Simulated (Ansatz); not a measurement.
**How Pd(111) screens a field**

Where does the screening charge of Pd(111) sit?

Method: plane-wave DFT, PBE, Ansatz PAW, in Ansatz 0.2.0.

### 1. Set-up

The cell holds 9 atoms: 9 Pd. Its edges and angles: a = 2.751 Å, b = 2.751 Å, c = 35.967 Å, α = 90.0°, β = 90.0°, γ = 60.0°. Vacuum lies along c.

### 2. Single point, field 0

A sawtooth potential applies the field, turning back in the middle of the vacuum. With the dipole correction the typed value is the field outside the slab. The induced dipole is small, so the SCF threshold is tight.

input.yaml reads:

```yaml
crystal:
  lattice:
    - [2.7506453788, 0.0, 0.0]
    - [1.3753226894, 2.3821287749, 0.0]
    - [0.0, 0.0, 35.9671403772]
  atoms:
    - { symbol: Pd, position: [0.3333333333, 0.3333333333, 0.2502284003] }
    - { symbol: Pd, position: [0.6666666667, 0.6666666667, 0.3126713002] }
    - { symbol: Pd, position: [0.0, 0.0, 0.3751142002] }
    - { symbol: Pd, position: [0.3333333333, 0.3333333333, 0.4375571001] }
    - { symbol: Pd, position: [0.6666666667, 0.6666666667, 0.5] }
    - { symbol: Pd, position: [0.0, 0.0, 0.5624428999] }
    - { symbol: Pd, position: [0.3333333333, 0.3333333333, 0.6248857998] }
    - { symbol: Pd, position: [0.6666666667, 0.6666666667, 0.6873286998] }
    - { symbol: Pd, position: [0.0, 0.0, 0.7497715997] }
kpoints:
  mp_grid: { grid: [24, 24, 1] }
hamiltonian:
  xc: pbe
scf:
  occupations: { method: fermi_dirac, width: 0.1 }
  convergence: { dr2_threshold: 1.0e-10 }
efield:
  axis: 3
  dipole_correction: true
  ramp_position: 0.97
  ramp_width: 0.06
  amplitude: 0
output:
  forces: true
  write_potential: true
  write_density: true
  volumetric_format: npy
```

Command:

```bash
> ansatz run input.yaml --threads 4 --pin off --max-ram 6144MiB --backend cpu --events-out ev --progress --plain --runs-dir out
```

Numbers of over 12 decimals in the logs are rounded to 6 here.

The program printed:

```text
Engine: ansatz 0.2.0, aarch64-unknown-linux-gnu
Pseudopotentials: kind: paw
Pseudopotential: Pd, paw, valence charge 18, recommended cutoff 420 eV (normal), Pd.paw.azcp
Functional definition: PBE
  parameter kappa = 0.804
  parameter beta = 0.066725
  exchange = pbe_x(kappa = kappa, mu = beta*pi^2/3)
  correlation = pbe_c(beta = beta)
Crystal: 9 atoms, lattice volume = 235.671 Å³
Basis set: ecut = 420 eV, 4603 PW (Γ), exchange–correlation on 40×40×486 points (8 copies of the dense FFT grid, shifted against one another)
Bands: 98, of which v1, the nominal top of the filled ones, is band 81 counted from 1 (80 counted from 0)
Symmetry: 6 space group operations
k-points: 61 of 576 (time reversal used)
Non-local potential: Pd, projectors of the file, l = 0: 2, l = 1: 2, l = 2: 2, l = 3: 1
PAW form: soft (Blöchl's): semilocal exchange-correlation on the pseudo side does not see the compensation charge
PAW one-centre angular grid: Pd, 590 points (default); XC on 64 Gauss nodes
Initial density: superposition of atomic densities (neutral atoms: chi_scale 0, normalization atom), corrected by the library's trained network
Initial wavefunctions: pseudopotential atomic-orbital guess
Functional: x = pbe(κ = 0.804, μ = 0.219515), c = pbe(β = 0.066725)
SCF iter   1: F=—  HF=-62754.862400 eV  |F-HF|=—  |Δ(HF+E_count)|=         —  Δρ=1.74e-2  dr2=1.77e1  ethr=1.77e-3  p=0.000 e·Å  D=8.97e-13 V/Å  ΔV_dip=-0.00 eV  dr2_dipole=3.98e-6  V_vac-E_F(+/−)=4.76/4.76 eV  ⟨swp⟩=6.9  Hψ=23486  notcnv=0  defer=120
efield: sawtooth ramp at fractional position 0.9700 (set: `efield.ramp_position`, or a place that a band, a saddle search or an elastic batch's reference lends), width 0.0600; the density the first Hamiltonian is built on has a dipole p = 0.000 e·Å; the dipole correction subtracts the counter field D = 8.97e-13 V/Å, which shifts the + side's vacuum level by -0.00 eV against the − side's; the planar-averaged density in the ramp window peaks in size at 1.6e-5 e/Å³
preconditioner: auto → LDOS  [metal: Δε(μ)=0.007 eV  Ē_g=7.846 eV  σ=0.100 eV  W_gap=0.02  n_scr=28 (ndim 8)  ℏωp=22.9 eV  f_vac=0.415  D(μ)=17.63/eV (n_scr^D=216)  β→1.0]
SCF iter   2: F=—  HF=-62754.774547 eV  |F-HF|=—  |Δ(HF+E_count)|=   8.79e-2  Δρ=4.71e-3  dr2=9.57e-2  ethr=1.77e-3  p=-0.000 e·Å  D=-3.22e-5 V/Å  ΔV_dip=0.00 eV  dr2_dipole=2.22e-6  V_vac-E_F(+/−)=5.28/5.28 eV  ⟨swp⟩=2.2  Hψ=7269  notcnv=0  defer=252
SCF iter   3: F=—  HF=-62754.776169 eV  |F-HF|=—  |Δ(HF+E_count)|=   1.62e-3  Δρ=2.11e-3  dr2=4.36e-2  ethr=5.90e-5  p=0.000 e·Å  D=3.23e-5 V/Å  ΔV_dip=-0.00 eV  dr2_dipole=1.41e-5  V_vac-E_F(+/−)=5.16/5.16 eV  ⟨swp⟩=2.0  Hψ=8943  notcnv=0  defer=294
SCF iter   4: F=—  HF=-62754.772654 eV  |F-HF|=—  |Δ(HF+E_count)|=   3.52e-3  Δρ=9.75e-4  dr2=4.98e-3  ethr=2.69e-5  p=-0.000 e·Å  D=-5.95e-6 V/Å  ΔV_dip=0.00 eV  dr2_dipole=1.89e-7  V_vac-E_F(+/−)=5.22/5.22 eV  ⟨swp⟩=2.0  Hψ=8524  notcnv=0  defer=294
SCF iter   5: F=—  HF=-62754.772785 eV  |F-HF|=—  |Δ(HF+E_count)|=   1.31e-4  Δρ=3.87e-4  dr2=1.78e-3  ethr=3.07e-6  p=-0.000 e·Å  D=-7.41e-6 V/Å  ΔV_dip=0.00 eV  dr2_dipole=4.58e-7  V_vac-E_F(+/−)=5.22/5.22 eV  ⟨swp⟩=2.4  Hψ=8977  notcnv=0  defer=294
SCF iter   6: F=—  HF=-62754.772754 eV  |F-HF|=—  |Δ(HF+E_count)|=   3.09e-5  Δρ=2.06e-4  dr2=4.76e-4  ethr=1.10e-6  p=0.000 e·Å  D=6.99e-6 V/Å  ΔV_dip=-0.00 eV  dr2_dipole=9.62e-8  V_vac-E_F(+/−)=5.22/5.22 eV  ⟨swp⟩=1.6  Hψ=6091  notcnv=0  defer=294
SCF iter   7: F=—  HF=-62754.772724 eV  |F-HF|=—  |Δ(HF+E_count)|=   3.02e-5  Δρ=6.30e-5  dr2=3.42e-5  ethr=2.94e-7  p=-0.000 e·Å  D=-2.12e-6 V/Å  ΔV_dip=0.00 eV  dr2_dipole=2.58e-9  V_vac-E_F(+/−)=5.22/5.22 eV  ⟨swp⟩=2.0  Hψ=7398  notcnv=0  defer=294
SCF iter   8: F=—  HF=-62754.772710 eV  |F-HF|=—  |Δ(HF+E_count)|=   1.42e-5  Δρ=3.32e-5  dr2=4.73e-6  ethr=2.11e-8  p=0.000 e·Å  D=3.98e-7 V/Å  ΔV_dip=-0.00 eV  dr2_dipole=6.83e-9  V_vac-E_F(+/−)=5.22/5.22 eV  ⟨swp⟩=2.0  Hψ=7674  notcnv=0  defer=294
SCF iter   9: F=—  HF=-62754.773149 eV  |F-HF|=—  |Δ(HF+E_count)|=   4.39e-4  Δρ=1.35e-5  dr2=1.28e-6  ethr=2.92e-9  p=-0.000 e·Å  D=-1.62e-6 V/Å  ΔV_dip=0.00 eV  dr2_dipole=6.69e-9  V_vac-E_F(+/−)=5.22/5.22 eV  ⟨swp⟩=2.0  Hψ=8489  notcnv=0  defer=229
SCF iter  10: F=—  HF=-62754.773149 eV  |F-HF|=—  |Δ(HF+E_count)|=   2.24e-7  Δρ=9.20e-6  dr2=4.74e-7  ethr=7.89e-10  p=0.000 e·Å  D=5.96e-7 V/Å  ΔV_dip=-0.00 eV  dr2_dipole=4.69e-10  V_vac-E_F(+/−)=5.22/5.22 eV  ⟨swp⟩=2.4  Hψ=8097  notcnv=0  defer=229
SCF iter  11: F=—  HF=-62754.773149 eV  |F-HF|=—  |Δ(HF+E_count)|=   2.66e-7  Δρ=3.26e-6  dr2=4.98e-8  ethr=2.93e-10  p=-0.000 e·Å  D=-1.11e-7 V/Å  ΔV_dip=0.00 eV  dr2_dipole=2.55e-10  V_vac-E_F(+/−)=5.22/5.22 eV  ⟨swp⟩=2.0  Hψ=8029  notcnv=0  defer=217
SCF iter  12: F=—  HF=-62754.773149 eV  |F-HF|=—  |Δ(HF+E_count)|=   2.67e-7  Δρ=1.35e-6  dr2=5.34e-9  ethr=3.08e-11  p=0.000 e·Å  D=4.21e-8 V/Å  ΔV_dip=-0.00 eV  dr2_dipole=2.13e-12  V_vac-E_F(+/−)=5.22/5.22 eV  ⟨swp⟩=2.1  Hψ=8602  notcnv=0  defer=217
SCF iter  13: F=—  HF=-62754.773149 eV  |F-HF|=—  |Δ(HF+E_count)|=   5.42e-8  Δρ=5.92e-7  dr2=7.37e-10  ethr=3.29e-12  p=0.000 e·Å  D=3.24e-8 V/Å  ΔV_dip=-0.00 eV  dr2_dipole=5.38e-13  V_vac-E_F(+/−)=5.22/5.22 eV  ⟨swp⟩=2.3  Hψ=8323  notcnv=0  defer=217
SCF iter  14: F=—  HF=-62754.773149 eV  |F-HF|=—  |Δ(HF+E_count)|=   5.22e-8  Δρ=1.72e-7  dr2=1.73e-10  ethr=1.00e-12  p=-0.000 e·Å  D=-3.32e-8 V/Å  ΔV_dip=0.00 eV  dr2_dipole=2.75e-12  V_vac-E_F(+/−)=5.22/5.22 eV  ⟨swp⟩=2.2  Hψ=7496  notcnv=0  defer=217
SCF iter  15: F=-62754.773149 eV  HF=-62754.773149 eV  |F-HF|=1.31e-10  |Δ(HF+E_count)|=  3.20e-10  Δρ=1.07e-7  dr2=7.82e-11  ethr=1.00e-12  p=0.000 e·Å  D=8.62e-9 V/Å  ΔV_dip=-0.00 eV  dr2_dipole=2.31e-13  V_vac-E_F(+/−)=5.22/5.22 eV  ⟨swp⟩=17.6  Hψ=38083  notcnv=0
SCF 1 converged in 15 iterations: F = -62754.773149 eV  dr2 = 7.82e-11
  greatest PAW one-centre occupation: 0.999 electrons in one spin orbital (limit 2), on the Pd atom at site 0 (counted from 0), in its partial waves of l = 0
SCF converged after 15 iterations
Free energy (F): -62754.773149 eV
Harris-Foulkes:  -62754.773149 eV  (|F-HF|=1.31e-10)
Internal energy: -62754.194666 eV  (E = F + TS)
E sigma→0 (E₀):  -62754.483907 eV
Entropy (-TS):   -0.578484 eV (-64.276 meV/atom)
Fermi energy:    8.901943 eV
Dipole field:    D = 0.000001 V/Å  (p = 0.000001 e·Å, saw-weighted, corrected)
Work function:   Φ+ = 5.2235 eV   Φ− = 5.2236 eV
Levels:          The Fermi level and band energies are counted from a zero that moves with the ramp; work functions are not
--- Per-component energies (eV) ---
  E_band       = -2985.986553
  E_kinetic    = 4625.315815
  E_local      = -437336.665313  (includes V_loc(G=0)·N_el)
  E_nonlocal   = 1955.429092
  E_hartree    = 216320.145284
  E_xc         = -1517.913068
  E_vxc        = -1904.314639  (∫ρ·V_xc dr)
  E_paw        = -33752.867032  (= ΣΔE_a)
  E_vpaw       = -2966.046945  (= ΣTr[D̂ρ^β])
  E_aug_tail   = 0.002098  (compensation charges beyond the density's cutoff)
  E_efield     = 0.000000  (sawtooth field / dipole correction)
  E_vefield    = 0.000000  (∫n·V_field dr)
  E_ewald      = 186952.358458
  E_smearing   = -0.578484  (= −TS)
  E_closure    = -0.000000  (closes the sum)
  Σ components = -62754.773149   (vs F -62754.773149, Δ=0.00e0)
--- Forces (eV/Å), atoms counted from 1 ---
  atom   1  Pd    -0.00000000    -0.00000000    -0.33898359
  atom   2  Pd     0.00000000    -0.00000000     0.05211775
  atom   3  Pd    -0.00000000     0.00000000    -0.03135107
  atom   4  Pd    -0.00000000     0.00000000    -0.00738357
  atom   5  Pd    -0.00000000     0.00000000    -0.00000002
  atom   6  Pd     0.00000000    -0.00000000     0.00738330
  atom   7  Pd     0.00000000    -0.00000000     0.03135159
  atom   8  Pd    -0.00000000     0.00000000    -0.05211762
  atom   9  Pd     0.00000000     0.00000000     0.33898306
  max |Σ_I F_I| component: 1.48e-7 eV/Å
--- Band table (eV; the first three rows and the last of 61) ---
  k-point 0: bands = [... 77 lower, 7.8075, 7.9784, 7.9784, 8.2555, 8.2555, 8.5362, 8.5362, 8.7408, ... 13 higher]
  k-point 1: bands = [... 77 lower, 7.8153, 7.9829, 8.0616, 8.2057, 8.2578, 8.4123, 8.5384, 8.5821, ... 13 higher]
  k-point 2: bands = [... 77 lower, 7.8080, 7.9150, 7.9946, 8.1035, 8.2324, 8.2639, 8.5218, 8.5442, ... 13 higher]
  k-point 60: bands = [... 77 lower, 8.6413, 8.7100, 8.7100, 8.7405, 14.9507, 14.9638, 14.9638, 15.1537, ... 13 higher]
```

Run time: 51 s. Hardware: 4 threads of Arm Neoverse V2, shared host; peak memory 1.3 GiB; 3.3 min of CPU time.

Reading the cycles: dr2 is the Hartree energy of the density residual (eV), the measure of convergence; HF is the Harris–Foulkes estimate of the energy, which meets the free energy F at convergence.

This step gave:

| Quantity | Value |
| --- | --- |
| energy at zero smearing | -62754.4839 eV |
| work function, upper face | 5.224 eV |
| dipole along the normal | 7.88e-7 e·Å |

Running mean over 2.246 Å of the planar mean; the ramp of the sawtooth is left out. Table of electron's electrostatic potential energy less the Fermi level by z:

```
z (Å)  electron's electrostatic potential energy less the Fermi level (eV)
    4                                                                 5.22
    5                                                                 5.22
    6                                                                 5.17
    7                                                                 4.36
    8                                                                -3.14
    9                                                                -8.28
   10                                                                -8.52
   11                                                                -8.61
   12                                                                -8.67
   13                                                                -8.68
   14                                                                -8.68
   15                                                                -8.68
   16                                                                -8.68
   17                                                                -8.68
   18                                                                -8.68
   19                                                                -8.68
   20                                                                -8.68
   21                                                                -8.68
   22                                                                -8.68
   23                                                                -8.68
   24                                                                -8.67
   25                                                                -8.61
   26                                                                -8.52
   27                                                                -8.25
   28                                                                -2.80
   29                                                                 4.45
   30                                                                 5.17
   31                                                                 5.22
   32                                                                 5.22
```

Force by atom:

```
atom  x (eV/Å)  y (eV/Å)  z (eV/Å)   size
 Pd1     0.000     0.000    -0.339  0.339
 Pd2     0.000     0.000     0.052  0.052
 Pd3     0.000     0.000    -0.031  0.031
 Pd4     0.000     0.000    -0.007  0.007
 Pd5     0.000     0.000     0.000  0.000
 Pd6     0.000     0.000     0.007  0.007
 Pd7     0.000     0.000     0.031  0.031
 Pd8     0.000     0.000    -0.052  0.052
 Pd9     0.000     0.000     0.339  0.339
```

The work function of the upper face is 5.22 eV.

### 3. Single point, field 0.05 V/Å

Changes to input.yaml since step 2:

```diff
@@ -27,3 +27,3 @@
   ramp_width: 0.06
-  amplitude: 0
+  amplitude: 0.05
 output:
```

The program printed:

```text
[...]
Crystal: 9 atoms, lattice volume = 235.671 Å³
Basis set: ecut = 420 eV, 4603 PW (Γ), exchange–correlation on 40×40×486 points (8 copies of the dense FFT grid, shifted against one another)
Bands: 98, of which v1, the nominal top of the filled ones, is band 81 counted from 1 (80 counted from 0)
Symmetry: 6 space group operations
k-points: 61 of 576 (time reversal used)
[...]
k-point 0: bands = [... 77 lower, 7.8073, 7.9783, 7.9783, 8.2554, 8.2554, 8.5361, 8.5361, 8.7407, ... 13 higher]
  k-point 1: bands = [... 77 lower, 7.8152, 7.9828, 8.0615, 8.2056, 8.2577, 8.4122, 8.5383, 8.5820, ... 13 higher]
  k-point 2: bands = [... 77 lower, 7.8079, 7.9149, 7.9945, 8.1034, 8.2323, 8.2638, 8.5217, 8.5441, ... 13 higher]
  k-point 60: bands = [... 77 lower, 8.6412, 8.7098, 8.7100, 8.7404, 14.9506, 14.9637, 14.9637, 15.1536, ... 13 higher]
[key lines of the parts left out:]
SCF converged after 17 iterations
Free energy (F): -62754.774103 eV
Fermi energy:    8.901846 eV
Dipole field:    D = 0.029302 V/Å  (p = 0.038163 e·Å, saw-weighted, corrected)
```

Run time: 58 s. Hardware: 4 threads; peak memory 1.3 GiB.

The dipole is 0.0382 e·Å.

### 4. Atoms held, field -0.05 V/Å

Changes to input.yaml since step 3:

```diff
@@ -27,3 +27,3 @@
   ramp_width: 0.06
-  amplitude: 0.05
+  amplitude: -0.05
 output:
```

The program printed:

```text
[...]
Crystal: 9 atoms, lattice volume = 235.671 Å³
Basis set: ecut = 420 eV, 4603 PW (Γ), exchange–correlation on 40×40×486 points (8 copies of the dense FFT grid, shifted against one another)
Bands: 98, of which v1, the nominal top of the filled ones, is band 81 counted from 1 (80 counted from 0)
Symmetry: 6 space group operations
k-points: 61 of 576 (time reversal used)
[...]
k-point 0: bands = [... 77 lower, 7.8073, 7.9783, 7.9783, 8.2554, 8.2554, 8.5361, 8.5361, 8.7407, ... 13 higher]
  k-point 1: bands = [... 77 lower, 7.8152, 7.9828, 8.0615, 8.2056, 8.2577, 8.4122, 8.5383, 8.5820, ... 13 higher]
  k-point 2: bands = [... 77 lower, 7.8079, 7.9149, 7.9945, 8.1034, 8.2323, 8.2638, 8.5217, 8.5441, ... 13 higher]
  k-point 60: bands = [... 77 lower, 8.6412, 8.7098, 8.7100, 8.7404, 14.9506, 14.9637, 14.9637, 15.1536, ... 13 higher]
[key lines of the parts left out:]
SCF converged after 17 iterations
Free energy (F): -62754.774103 eV
Fermi energy:    8.901846 eV
Dipole field:    D = -0.029300 V/Å  (p = -0.038160 e·Å, saw-weighted, corrected)
```

The job ended after 59 s (4 threads; peak memory 1.3 GiB; 3.9 min of CPU time).

The dipole is -0.0382 e·Å.

### 5. Single point, field 0.1 V/Å

Changes to input.yaml since step 4:

```diff
@@ -27,3 +27,3 @@
   ramp_width: 0.06
-  amplitude: -0.05
+  amplitude: 0.1
 output:
```

The program printed:

```text
[...]
Crystal: 9 atoms, lattice volume = 235.671 Å³
Basis set: ecut = 420 eV, 4603 PW (Γ), exchange–correlation on 40×40×486 points (8 copies of the dense FFT grid, shifted against one another)
Bands: 98, of which v1, the nominal top of the filled ones, is band 81 counted from 1 (80 counted from 0)
Symmetry: 6 space group operations
k-points: 61 of 576 (time reversal used)
[...]
k-point 0: bands = [... 77 lower, 7.8070, 7.9781, 7.9781, 8.2551, 8.2551, 8.5359, 8.5359, 8.7404, ... 13 higher]
  k-point 1: bands = [... 77 lower, 7.8150, 7.9825, 8.0612, 8.2052, 8.2575, 8.4119, 8.5380, 8.5817, ... 13 higher]
  k-point 2: bands = [... 77 lower, 7.8076, 7.9146, 7.9942, 8.1031, 8.2320, 8.2636, 8.5214, 8.5438, ... 13 higher]
  k-point 60: bands = [... 77 lower, 8.6410, 8.7095, 8.7098, 8.7401, 14.9504, 14.9634, 14.9634, 15.1534, ... 13 higher]
[key lines of the parts left out:]
SCF converged after 17 iterations
Free energy (F): -62754.776966 eV
Fermi energy:    8.901566 eV
Dipole field:    D = 0.058603 V/Å  (p = 0.076325 e·Å, saw-weighted, corrected)
```

It took 59 s on 4 threads; peak memory 1.3 GiB; 3.9 min of CPU time.

The dipole is 0.0763 e·Å.

### 6. Atoms held, field -0.1 V/Å

Changes to input.yaml since step 5:

```diff
@@ -27,3 +27,3 @@
   ramp_width: 0.06
-  amplitude: 0.1
+  amplitude: -0.1
 output:
```

The program printed:

```text
[...]
Crystal: 9 atoms, lattice volume = 235.671 Å³
Basis set: ecut = 420 eV, 4603 PW (Γ), exchange–correlation on 40×40×486 points (8 copies of the dense FFT grid, shifted against one another)
Bands: 98, of which v1, the nominal top of the filled ones, is band 81 counted from 1 (80 counted from 0)
Symmetry: 6 space group operations
k-points: 61 of 576 (time reversal used)
[...]
k-point 0: bands = [... 77 lower, 7.8070, 7.9781, 7.9781, 8.2551, 8.2551, 8.5359, 8.5359, 8.7404, ... 13 higher]
  k-point 1: bands = [... 77 lower, 7.8150, 7.9825, 8.0612, 8.2052, 8.2575, 8.4119, 8.5380, 8.5817, ... 13 higher]
  k-point 2: bands = [... 77 lower, 7.8076, 7.9146, 7.9942, 8.1031, 8.2320, 8.2636, 8.5214, 8.5438, ... 13 higher]
  k-point 60: bands = [... 77 lower, 8.6410, 8.7095, 8.7098, 8.7401, 14.9504, 14.9634, 14.9634, 15.1534, ... 13 higher]
[key lines of the parts left out:]
SCF converged after 17 iterations
Free energy (F): -62754.776966 eV
Fermi energy:    8.901565 eV
Dipole field:    D = -0.058601 V/Å  (p = -0.076322 e·Å, saw-weighted, corrected)
```

The job ended after 58 s (4 threads; peak memory 1.3 GiB).

The dipole is -0.0763 e·Å.

### 7. Single point, field 0.2 V/Å

Changes to input.yaml since step 6:

```diff
@@ -27,3 +27,3 @@
   ramp_width: 0.06
-  amplitude: -0.1
+  amplitude: 0.2
 output:
```

The program printed:

```text
[...]
Crystal: 9 atoms, lattice volume = 235.671 Å³
Basis set: ecut = 420 eV, 4603 PW (Γ), exchange–correlation on 40×40×486 points (8 copies of the dense FFT grid, shifted against one another)
Bands: 98, of which v1, the nominal top of the filled ones, is band 81 counted from 1 (80 counted from 0)
Symmetry: 6 space group operations
k-points: 61 of 576 (time reversal used)
[...]
k-point 0: bands = [... 77 lower, 7.8058, 7.9769, 7.9769, 8.2540, 8.2540, 8.5347, 8.5347, 8.7393, ... 13 higher]
  k-point 1: bands = [... 77 lower, 7.8138, 7.9814, 8.0601, 8.2040, 8.2563, 8.4108, 8.5369, 8.5803, ... 13 higher]
  k-point 2: bands = [... 77 lower, 7.8065, 7.9135, 7.9931, 8.1017, 8.2308, 8.2624, 8.5203, 8.5427, ... 13 higher]
  k-point 60: bands = [... 77 lower, 8.6398, 8.7081, 8.7089, 8.7390, 14.9492, 14.9623, 14.9623, 15.1522, ... 13 higher]
[key lines of the parts left out:]
SCF converged after 17 iterations
Free energy (F): -62754.788414 eV
Fermi energy:    8.900443 eV
Dipole field:    D = 0.117213 V/Å  (p = 0.152658 e·Å, saw-weighted, corrected)
```

Wall time 58 s (4 threads); peak memory 1.3 GiB; 3.8 min of CPU time.

The dipole is 0.153 e·Å.

[end of part 1 of 2]

[Logs are printed without paths, hosts, clocks, repeated set-up lines and the standing remarks that a program may print on its own settings, such as how far it seeks lower states.]

[Hosts, paths, dates, database ids (printed as entryN), source tags and the programs' standing remarks are cut or masked in the printed files.]

[Maps of the electrostatic potential energy from Ansatz leave out the sawtooth potential of an applied field or a dipole correction, so their vacuum need not be flat; planar profiles and work functions include it.]
